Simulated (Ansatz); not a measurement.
# Series on glassy 69SiO2-19Al2O3-6SrO-6Li2O (mol %), by density

How do energy, pressure, forces, levels, charges and cost follow the density?

Computed with Ansatz 0.2.0: Kohn-Sham DFT, PBE, PAW (set soft_2). Every run is a single point, with the atoms held where the recipe put them (cutoff of the plane-wave runs 420 eV, fixed occupations).

First member: 106 atoms (22 Si, 12 Al, 2 Sr, 4 Li, 66 O) placed at random at 2.31 g/cm³, melted at 4000 K for 10 ps at fixed volume with the Morse and Coulomb pair potential with partial charges (Pedone, Malavasi, Menziani, Cormack and Segre, J. Phys. Chem. B 110, 11780 (2006)). Quenched from 4000 K to 300 K at 50 K/ps and fixed volume, held 5 ps.

Last member: 106 atoms (22 Si, 12 Al, 2 Sr, 4 Li, 66 O) placed at random at 3.07 g/cm³, melted at 4000 K for 10 ps at fixed volume with the Morse and Coulomb pair potential with partial charges (Pedone, Malavasi, Menziani, Cormack and Segre, J. Phys. Chem. B 110, 11780 (2006)). Quenched from 4000 K to 300 K at 50 K/ps and fixed volume, held 5 ps.

The members:

| density (g/cm³) | reduced formula | atoms | valence electrons | k-mesh | basis | density (g/cm³) |
| --- | --- | --- | --- | --- | --- | --- |
| 2.306 | SrLi2Al6Si11O33 | 106 | 552 | 1×1×1 | plane waves | 2.31 |
| 2.434 | SrLi2Al6Si11O33 | 106 | 552 | 1×1×1 | plane waves | 2.43 |
| 2.562 | SrLi2Al6Si11O33 | 106 | 552 | 1×1×1 | plane waves | 2.56 |
| 2.716 | SrLi2Al6Si11O33 | 106 | 552 | 1×1×1 | plane waves | 2.72 |
| 2.869 | SrLi2Al6Si11O33 | 106 | 552 | 1×1×1 | plane waves | 2.87 |
| 3.074 | SrLi2Al6Si11O33 | 106 | 552 | 1×1×1 | plane waves | 3.07 |

Each cell is one sample from a classical run, so sample-to-sample scatter enters every column; pressures lack the kinetic term.

The input of the first member, without its atom lines; other members have their own cell and atoms, and may differ in mesh, basis and outputs:

```yaml
crystal:
  lattice:
    - [11.6585, 0.0, 0.0]
    - [0.0, 11.6585, 0.0]
    - [0.0, 0.0, 11.6585]
  atoms:
    [... 106 lines ...]
kpoints:
  mp_grid: { grid: [1, 1, 1] }
hamiltonian:
  xc: pbe
scf:
  occupations: { method: fixed }
output:
  forces: true
  stress: true
  populations: true
  dos:
    method: { smearing: { sigma: 0.15 } }
    de: 0.1
    projected: { site_lists: { Al: [Al], Li: [Li], O: [O], Si: [Si], Sr: [Sr] } }
  eigenvalues: true
  write_density: true
  write_potential: true
  volumetric_format: npy
```

Predict the trends along the series.

Results; charges are mean Löwdin charges in e:

| density (g/cm³) | energy less the first member's (meV/atom) | pressure (GPa) | r.m.s. force (eV/Å) | gap (eV) | q(Al) | q(Sr) | q(Li) |
| --- | --- | --- | --- | --- | --- | --- | --- |
| 2.306 | 0.0 | 3.36 | 1.29 | 3.28 | +1.36 | +1.84 | +0.85 |
| 2.434 | 26.4 | 5.73 | 1.30 | 3.02 | +1.35 | +1.86 | +0.86 |
| 2.562 | 27.2 | 5.41 | 1.28 | 2.97 | +1.35 | +1.83 | +0.84 |
| 2.716 | 16.9 | 7.33 | 1.30 | 3.72 | +1.34 | +1.85 | +0.83 |
| 2.869 | 75.3 | 7.31 | 1.42 | 3.15 | +1.33 | +1.87 | +0.83 |
| 3.074 | 72.5 | 10.3 | 1.41 | 3.66 | +1.32 | +1.87 | +0.82 |

The gap is that between the highest filled and lowest empty Kohn-Sham level on the run's k-points; tail or defect levels can set it, and semilocal functionals tend to put gaps under measured ones. Atoms aren't relaxed at this level, so pressure against density here is no equation of state. The projection misses up to 0.063 e an atom, so the charges add up to more than the cell's charge.

Bonds in each cell, which the recipe sets and DFT didn't move; cutoffs follow each cell's own g(r) within set bounds (mean length in Å, and neighbours of the second kind about the first):

| density (g/cm³) | O-Si length | O-Si count | Al-O length | Al-O count |
| --- | --- | --- | --- | --- |
| 2.306 | - | - | - | - |
| 2.434 | 1.616 | 1.33 | 1.758 | 4.00 |
| 2.562 | 1.620 | 1.33 | 1.765 | 4.00 |
| 2.716 | 1.612 | 1.33 | 1.789 | 4.17 |
| 2.869 | 1.622 | 1.33 | 1.794 | 4.08 |
| 3.074 | - | - | - | - |

Cost on 8 threads of Arm Neoverse N1, shared host:

| density (g/cm³) | atoms | basis | k-mesh | SCF cycles | time | host memory (GiB) |
| --- | --- | --- | --- | --- | --- | --- |
| 2.306 | 106 | plane waves | 1×1×1 | 9 | 43 s | 2.0 |
| 2.434 | 106 | plane waves | 1×1×1 | 9 | 34 s | 2.0 |
| 2.562 | 106 | plane waves | 1×1×1 | 9 | 37 s | 1.9 |
| 2.716 | 106 | plane waves | 1×1×1 | 9 | 34 s | 1.8 |
| 2.869 | 106 | plane waves | 1×1×1 | 9 | 34 s | 1.7 |
| 3.074 | 106 | plane waves | 1×1×1 | 9 | 38 s | 1.6 |

Times include the outputs that each run asked for, on hosts shared with other jobs.

The energy against the first member is lowest at 2.31 g/cm³ (0.0 meV/atom) and highest at 2.87 g/cm³ (75.3 meV/atom); each member is a single configuration. The gap is lowest at 2.56 g/cm³ (2.97 eV) and highest at 2.72 g/cm³ (3.72 eV), with no steady trend; in single samples it varies with the configuration. The mean charge on Al goes from +1.36 e at 2.31 to +1.32 e at 3.07 g/cm³. The pressure is lowest at 2.31 g/cm³ (3.4 GPa) and highest at 3.07 g/cm³ (10 GPa), rising overall but not at every step.

**Limits.** The quench rate of 50 K/ps is orders of magnitude faster than experiment, which tends to freeze in extra defects. The network of bonds at the start is that of the classical potential that made the cell, and needn't be the one that DFT or experiment would give. The cells aren't relaxed by DFT, which could reorder their energies.

[Logs are printed without paths, hosts, clocks, repeated set-up lines and the standing remarks that a program may print on its own settings, such as how far it seeks lower states.]

[Hosts, paths, dates, database ids (printed as entryN), source tags and the programs' standing remarks are cut or masked in the printed files.]
